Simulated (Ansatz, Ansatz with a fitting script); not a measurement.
Planning a run of Ansatz 0.2.0 on MoCl6 (P-31m). The input:

```yaml
crystal:
  lattice:
    - [6.1734763146, 0.0, 0.0]
    - [-3.0867381573, 5.3463873181, 0.0]
    - [0.0, 0.0, 5.21591942]
  atoms:
    - { symbol: Mo, position: [0.0, 0.0, 0.5] }
    - { symbol: Cl, position: [0.30360714, 0.30360714, 0.2461246408] }
    - { symbol: Cl, position: [1.0, 0.69639286, 0.2461246408] }
    - { symbol: Cl, position: [0.69639286, 0.0, 0.2461246408] }
    - { symbol: Cl, position: [1.0, 0.30360714, 0.7538753592] }
    - { symbol: Cl, position: [0.30360714, 0.0, 0.7538753592] }
    - { symbol: Cl, position: [0.69639286, 0.69639286, 0.7538753592] }
kpoints:
  mp_grid: { grid: [6, 6, 4] }
hamiltonian:
  xc: r2scan
  pseudopotentials: { kind: paw, source: ansatz }
  dispersion: rvv10
scf:
  occupations: { method: fixed }
  n_extra_bands: 6
  lower_state_search: "off"
  convergence: { dr2_threshold: 1.0e-09 }
output:
  eigenvalues: true
```

```sh
ansatz run input.yaml --threads 4 --pin off --max-ram 18432MiB --backend cpu --events-out ev --progress --plain --runs-dir out
```

Question: How long will it take on 4 threads of Arm Neoverse V1, shared host, and how much memory?

It took 20 s; on shared hardware allow 9.9 s to 40 s. Peak host memory was 1.4 GiB. The sizes that set the cost: 6591 plane waves a state, 24 irreducible k points and 11 SCF cycles.

[Paths, hosts, dates, memory and timing lines, banners, echoed tables and standing remarks are left out of the program output.]

[Logs are printed without paths, hosts, clocks, repeated set-up lines and the standing remarks that a program may print on its own settings, such as how far it seeks lower states.]

[Runs of the session that timed out or met a known fault of the program may be left out.]

[Hosts, paths, dates, database ids (printed as entryN), source tags and the programs' standing remarks are cut or masked in the printed files.]
